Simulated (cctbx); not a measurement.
# A crystallographic session in cctbx: CeAl2Rh2C

Library: cctbx 2025.11. The data are simulated by the first script.

## 1. Simulate the data

run.py:

```python
from cctbx import adptbx, crystal, miller, sgtbx, xray
from cctbx.array_family import flex
from iotbx.shelx import hklf
from scitbx import matrix
import scitbx.random

cs = crystal.symmetry(unit_cell=(4.134, 4.134, 11.188, 90, 90, 90), space_group_symbol='Hall: -I 4 2')  # I4/mmm
atoms = [  # label, site, U (iso, or U11 U22 U33 U12 U13 U23 in A^2), occupancy
    ("Ce1", (0, 0, 0), 0.0048, 1),
    ("Rh1", (0, 0.5, 0.25), 0.0054, 1),
    ("Al1", (0.5, 0.5, 0.153), 0.0098, 1),
    ("C1", (0.5, 0.5, 0), 0.0121, 1),
]
xs = xray.structure(crystal_symmetry=cs)
for label, site, u, occ in atoms:
    u = adptbx.u_cif_as_u_star(cs.unit_cell(), u) if isinstance(u, tuple) else u
    xs.add_scatterer(xray.scatterer(label, site=site, u=u, occupancy=occ))
xs.set_inelastic_form_factors(0.71073, "sasaki")
xs.show_summary()
p1 = xs.expand_to_p1()
ms = miller.build_set(p1, anomalous_flag=True, d_min=0.77)
flex.set_random_seed(948157)
scitbx.random.set_random_seed(948157)
ms = ms.select(flex.random_double(ms.size()) < 0.95)
i = ms.structure_factors_from_scatterers(p1, algorithm="direct").f_calc().as_intensity_array().data()
i = i * 70000 / flex.max(i)
sig = flex.sqrt(i + flex.pow2(0.06 * i) + 2 ** 2)
noise = scitbx.random.variate(scitbx.random.normal_distribution())(i.size())
data = ms.array(data=i + sig * noise, sigmas=sig).set_observation_type_xray_intensity()
with open("data.hkl", "w") as f:
    data.export_as_shelx_hklf(f)
print("reflections written:", data.size(), " <I/sigma> = %.1f" % flex.mean(data.data() / data.sigmas()))
for h, a, b in list(data.sort("data"))[:12]:
    print("%4d%4d%4d %9.1f %7.1f" % (h + (a, b)))
```

```console
$ python run.py
```

```text
Number of scatterers: 4
At special positions: 4
Unit cell: (4.134, 4.134, 11.188, 90, 90, 90)
Space group: I 4/m m m (No. 139)
reflections written: 1677  <I/sigma> = 7.5
   0  -2   0   76348.9  4208.3
  -2   0   0   71764.1  4208.3
   2   0   0   68871.4  4208.3
   0   2   0   62063.2  4208.3
   1  -1  -2   58040.4  3400.8
  -1   1  -2   56363.5  3400.8
   1   1   2   54750.0  3400.8
  -1   1   2   53679.8  3400.8
   1  -1   6   53309.4  3068.8
  -1  -1  -2   53269.1  3400.8
   0   0  -4   53165.6  3108.1
   1  -1   2   51796.6  3400.8
```

Run time: 0.24 s on 1 thread of Arm Neoverse V2 (shared host), peak memory 0.07 GiB.

## 2. Refinement (right model, isotropic)

run.py:

```python
import math
from cctbx import adptbx, crystal, maptbx, sgtbx, xray
from cctbx.array_family import flex
from cctbx.xray import observations
from iotbx.shelx import hklf
from scitbx.lstbx import normal_eqns_solving
from smtbx import absolute_structure, utils
from smtbx.refinement import constraints, least_squares

cs = crystal.symmetry(unit_cell=(4.134, 4.134, 11.188, 90, 90, 90), space_group_symbol='Hall: -I 4 2')  # I4/mmm
atoms = [  # label, site, U (iso, or U11 U22 U33 U12 U13 U23 in A^2), occupancy
    ("Ce1", (0, 0, 0), 0.0200, 1),
    ("Rh1", (0, 0.5, 0.25), 0.0200, 1),
    ("Al1", (0.5, 0.5, 0.156), 0.0200, 1),
    ("C1", (0.5, 0.5, 0), 0.0200, 1),
]
xs = xray.structure(crystal_symmetry=cs)
for label, site, u, occ in atoms:
    u = adptbx.u_cif_as_u_star(cs.unit_cell(), u) if isinstance(u, tuple) else u
    xs.add_scatterer(xray.scatterer(label, site=site, u=u, occupancy=occ))
xs.set_inelastic_form_factors(0.71073, "sasaki")
raw = hklf.reader(file_name="data.hkl").as_miller_arrays(crystal_symmetry=cs, anomalous=True)[0]
merged = raw.eliminate_sys_absent().merge_equivalents()
fo2 = merged.array().set_observation_type_xray_intensity()
print("Rint %.3f, %d unique reflections to %.2f A" % (merged.r_int(), fo2.size(), fo2.d_min()))
for sc in xs.scatterers():
    sc.flags.set_grad_site(True)
    sc.flags.set_grad_u_aniso(sc.flags.use_u_aniso())
    sc.flags.set_grad_u_iso(sc.flags.use_u_iso())
obs = fo2.as_xray_observations()
extra = {}
rep = constraints.reparametrisation(xs, [], utils.connectivity_table(xs), **extra)
ls = least_squares.crystallographic_ls(obs, rep, weighting_scheme=least_squares.mainstream_shelx_weighting(a=0, b=0))
print("cycle     R1     wR2    GooF  max shift (A)")
for cycle in range(8):
    ls.build_up()
    r1, wr2, goof = ls.r1_factor(cutoff_factor=2)[0], ls.wR2(), ls.goof()
    old = xs.sites_cart()
    normal_eqns_solving.levenberg_marquardt_iterations(ls, n_max_iterations=3, tau=1e-06, step_threshold=1e-7)
    big = flex.max((xs.sites_cart() - old).norms())
    print("%4d %7.4f %7.4f %7.3f %9.5f" % (cycle + 1, r1, wr2, goof, big))
    ls.build_up(objective_only=True)
    if abs(ls.wR2() - wr2) < 5e-5 and big < 5e-4:
        break
ls.build_up()
print("final R1 %.4f wR2 %.4f GooF %.3f  parameters %d  data/parameter %.1f" % (ls.r1_factor(cutoff_factor=2)[0], ls.wR2(), ls.goof(), ls.n_parameters, fo2.size() / ls.n_parameters))
cov = ls.covariance_matrix_and_annotations()
su = dict(zip(cov.annotations, (math.sqrt(max(v, 0)) for v in cov.matrix.matrix_packed_u_diagonal())))
a2 = cs.unit_cell().reciprocal_parameters()[0] ** -2
print("atom        x        y        z      Ueq    occ   su(xyz)  su(Uiso or U11)")
for sc in xs.scatterers():
    s = max(su.get(sc.label + k, 0) for k in (".x", ".y", ".z"))
    npd = "" if sc.is_positive_definite_u(cs.unit_cell()) else "  NPD"
    print("%-5s %8.5f %8.5f %8.5f %8.4f %6.3f %8.5f %7.4f%s" % ((sc.label,) + sc.site + (sc.u_iso_or_equiv(cs.unit_cell()), sc.occupancy, s, su.get(sc.label + ".uiso", su.get(sc.label + ".u11", 0) * a2), npd)))
fo = fo2.f_sq_as_f()
fc = fo.structure_factors_from_scatterers(xs, algorithm="direct").f_calc()
diff = fo.f_obs_minus_f_calc(1 / math.sqrt(ls.scale_factor()), fc).average_bijvoet_mates()
m = diff.fft_map(symmetry_flags=maptbx.use_space_group_symmetry, resolution_factor=0.25).apply_volume_scaling()
print("difference map: max %.2f min %.2f rms %.2f" % (m.statistics().max(), m.statistics().min(), m.statistics().sigma()))
peaks = m.peak_search(parameters=maptbx.peak_search_parameters(min_distance_sym_equiv=0.6, max_clusters=6)).all()
near = xs.closest_distances(peaks.sites(), distance_cutoff=4)
sps = cs.special_position_settings(min_distance_sym_equiv=0.5)
for k, (x, h) in enumerate(zip(peaks.sites(), peaks.heights())):
    ss = sps.site_symmetry(x)
    print("Q%-3d %7.4f %7.4f %7.4f %4d %7.2f  %.2f A from %s" % ((k + 1,) + tuple(t % 1 for t in ss.exact_site()) + (ss.multiplicity(), h, near.smallest_distances[k], xs.scatterers()[near.i_seqs[k]].label)))
```

```console
$ python run.py
```

```text
Rint 0.046, 89 unique reflections to 0.77 A
cycle     R1     wR2    GooF  max shift (A)
   1  0.1274  0.2897  13.130   0.03251
   2  0.0107  0.0230   1.042   0.00000
final R1 0.0107 wR2 0.0230 GooF 1.042  parameters 5  data/parameter 17.8
atom        x        y        z      Ueq    occ   su(xyz)  su(Uiso or U11)
Ce1    0.00000  0.00000  0.00000   0.0044  1.000  0.00000  0.0001
Rh1    0.00000  0.50000  0.25000   0.0050  1.000  0.00000  0.0002
Al1    0.50000  0.50000  0.15309   0.0097  1.000  0.00009  0.0002
C1     0.50000  0.50000  0.00000   0.0111  1.000  0.00000  0.0015
difference map: max 0.53 min -0.43 rms 0.16
Q1    0.1024  0.1024  0.2180   16    0.55  1.56 A from Al1
Q2    0.0000  0.0000  0.1029    4    0.38  1.15 A from Ce1
Q3    0.2398  0.2398  0.1026   16    0.38  1.62 A from Al1
Q4    0.2104  0.2104  0.5000    8    0.35  1.23 A from C1
Q5    0.0000  0.0000  0.3591    4    0.35  0.14 A from Al1
Q6    0.0000  0.2884  0.0000    8    0.31  1.19 A from Ce1
```

Time: 0.38 s.

## 3. Refinement (right model, anisotropic)

run.py, as its changes from the last script of this kind:

```diff
@@ -12,4 +12,4 @@
-    ("Ce1", (0, 0, 0), 0.0200, 1),
-    ("Rh1", (0, 0.5, 0.25), 0.0200, 1),
-    ("Al1", (0.5, 0.5, 0.156), 0.0200, 1),
-    ("C1", (0.5, 0.5, 0), 0.0200, 1),
+    ("Ce1", (0, 0, 0), 0.0044, 1),
+    ("Rh1", (0, 0.5, 0.25), 0.0050, 1),
+    ("Al1", (0.5, 0.5, 0.15309), 0.0097, 1),
+    ("C1", (0.5, 0.5, 0), 0.0111, 1),
@@ -21,0 +22 @@
+xs.convert_to_anisotropic()
```

```console
$ python run.py
```

```text
Rint 0.046, 89 unique reflections to 0.77 A
cycle     R1     wR2    GooF  max shift (A)
   1  0.0107  0.0232   1.076   0.00012
   2  0.0105  0.0224   1.042   0.00000
final R1 0.0105 wR2 0.0224 GooF 1.042  parameters 9  data/parameter 9.9
atom        x        y        z      Ueq    occ   su(xyz)  su(Uiso or U11)
Ce1    0.00000  0.00000  0.00000   0.0044  1.000  0.00000  0.0002
Rh1    0.00000  0.50000  0.25000   0.0050  1.000  0.00000  0.0002
Al1    0.50000  0.50000  0.15310   0.0097  1.000  0.00009  0.0003
C1     0.50000  0.50000  0.00000   0.0110  1.000  0.00000  0.0023
difference map: max 0.52 min -0.46 rms 0.16
Q1    0.1028  0.1028  0.2162   16    0.54  1.58 A from Al1
Q2    0.2397  0.2397  0.1027   16    0.38  1.62 A from Al1
Q3    0.0000  0.0000  0.1071    4    0.36  1.20 A from Ce1
Q4    0.2062  0.2062  0.5000    8    0.35  1.21 A from C1
Q5    0.0000  0.2822  0.0000    8    0.34  1.17 A from Ce1
Q6    0.0000  0.0000  0.3554    4    0.33  0.09 A from Al1
```

Time: 0.37 s.

## 4. Refinement

run.py, as its changes from the last script of this kind:

```diff
@@ -15 +15 @@
-    ("C1", (0.5, 0.5, 0), 0.0111, 1),
+    ("Cr1", (0.5, 0.5, 0), 0.0111, 1),
@@ -36 +36 @@
-for cycle in range(8):
+for cycle in range(12):
```

```console
$ python run.py
```

```text
Rint 0.046, 89 unique reflections to 0.77 A
cycle     R1     wR2    GooF  max shift (A)
   1  0.4116  0.8384  38.943   0.04603
   2  0.0948  0.3130  14.540   0.01968
   3  0.0565  0.1470   6.826   0.02540
   4  0.0469  0.1006   4.674   0.00061
   5  0.0467  0.0995   4.623   0.00015
   6  0.0465  0.0987   4.583   0.00022
   7  0.0473  0.0984   4.570   0.00021
   8  0.0490  0.0951   4.419   0.00019
   9  0.0497  0.0948   4.402   0.00008
final R1 0.0498 wR2 0.0948 GooF 4.402  parameters 9  data/parameter 9.9
atom        x        y        z      Ueq    occ   su(xyz)  su(Uiso or U11)
Ce1    0.00000  0.00000  0.00000   0.0036  1.000  0.00000  0.0007
Rh1    0.00000  0.50000  0.25000   0.0053  1.000  0.00000  0.0007
Al1    0.50000  0.50000  0.15320   0.0062  1.000  0.00038  0.0013
Cr1    0.50000  0.50000  0.00000   0.6753  1.000  0.00000  0.0763
difference map: max 12.61 min -1.98 rms 0.76
Q1    0.0000  0.0000  0.5000    2   12.61  0.00 A from Cr1
Q2    0.0000  0.5000  0.2500    4    9.83  0.00 A from Rh1
Q3    0.0000  0.0000  0.0000    2    8.57  0.00 A from Ce1
Q4    0.0946  0.0946  0.2089   16    1.00  1.64 A from Al1
Q5    0.0943  0.2395  0.2480   32    0.91  1.15 A from Rh1
Q6    0.0000  0.3606  0.3309   16    0.81  1.07 A from Rh1
```

Time: 0.73 s.

This run holds a fault made on purpose: wrong element: Cr1 is C.

## 5. Refinement

run.py, as its changes from the last script of this kind:

```diff
@@ -15 +15 @@
-    ("Cr1", (0.5, 0.5, 0), 0.0111, 1),
+    ("C1", (0.5, 0.5, 0), 0.0111, 1),
@@ -21 +21 @@
-xs.set_inelastic_form_factors(0.71073, "sasaki")
+# no anomalous dispersion
```

```console
$ python run.py
```

```text
Rint 0.046, 89 unique reflections to 0.77 A
cycle     R1     wR2    GooF  max shift (A)
   1  0.0369  0.1658   7.699   0.00128
   2  0.0146  0.0549   2.550   0.00001
final R1 0.0146 wR2 0.0549 GooF 2.550  parameters 9  data/parameter 9.9
atom        x        y        z      Ueq    occ   su(xyz)  su(Uiso or U11)
Ce1    0.00000  0.00000  0.00000   0.0036  1.000  0.00000  0.0004
Rh1    0.00000  0.50000  0.25000   0.0060  1.000  0.00000  0.0004
Al1    0.50000  0.50000  0.15321   0.0076  1.000  0.00023  0.0008
C1     0.50000  0.50000  0.00000   0.0094  1.000  0.00000  0.0054
difference map: max 1.19 min -0.79 rms 0.19
Q1    0.0000  0.0000  0.0000    2    1.20  0.00 A from Ce1
Q2    0.1044  0.1044  0.2170   16    0.61  1.58 A from Al1
Q3    0.0000  0.0000  0.3690    4    0.52  0.25 A from Al1
Q4    0.0000  0.2525  0.2430   16    0.44  1.03 A from Rh1
Q5    0.2424  0.2424  0.1055   16    0.35  1.60 A from Al1
Q6    0.2277  0.2277  0.5000    8    0.33  1.33 A from C1
```

Time: 0.39 s.

This run holds a fault made on purpose: anomalous dispersion left out.

## 6. Refinement

run.py, as its changes from the last script of this kind:

```diff
@@ -12,2 +12,2 @@
-    ("Ce1", (0, 0, 0), 0.0044, 1),
-    ("Rh1", (0, 0.5, 0.25), 0.0050, 1),
+    ("Rh1", (0, 0, 0), 0.0044, 1),
+    ("Ce1", (0, 0.5, 0.25), 0.0050, 1),
@@ -21 +21 @@
-# no anomalous dispersion
+xs.set_inelastic_form_factors(0.71073, "sasaki")
```

```console
$ python run.py
```

```text
Rint 0.046, 89 unique reflections to 0.77 A
cycle     R1     wR2    GooF  max shift (A)
   1  0.8667  0.9825  45.636   0.00112
   2  0.8683  0.9631  44.737   0.00000
final R1 0.8683 wR2 0.9631 GooF 44.737  parameters 9  data/parameter 9.9
atom        x        y        z      Ueq    occ   su(xyz)  su(Uiso or U11)
Rh1    0.00000  0.00000  0.00000  -0.0948  1.000  0.00000  0.1402  NPD
Ce1    0.00000  0.50000  0.25000  -0.0296  1.000  0.00000  0.1879  NPD
Al1    0.50000  0.50000  0.15299  -0.0169  1.000  0.13678  0.5305  NPD
C1     0.50000  0.50000  0.00000   0.1868  1.000  0.00000 22.6008
difference map: max 9079.93 min -602.72 rms 428.71
Q1    0.0000  0.0000  0.0000    2 9079.93  0.00 A from Rh1
Q2    0.0000  0.5000  0.2500    4 5549.96  0.00 A from Ce1
Q3    0.0000  0.0000  0.5000    2 1581.06  0.00 A from C1
Q4    0.0000  0.0000  0.3510    4 1117.62  0.04 A from Al1
Q5    0.0000  0.0000  0.1015    4  361.31  1.14 A from Rh1
Q6    0.1818  0.1818  0.0420   16  300.82  1.16 A from Rh1
```

Run time: 0.4 s on 1 thread of Arm Neoverse V2, on a shared host, peak memory 0.09 GiB.

This run holds a fault made on purpose: elements exchanged: Ce1 is Rh and Rh1 is Ce.

[Logs are printed without paths, hosts, clocks, repeated set-up lines and the standing remarks that a program may print on its own settings, such as how far it seeks lower states.]
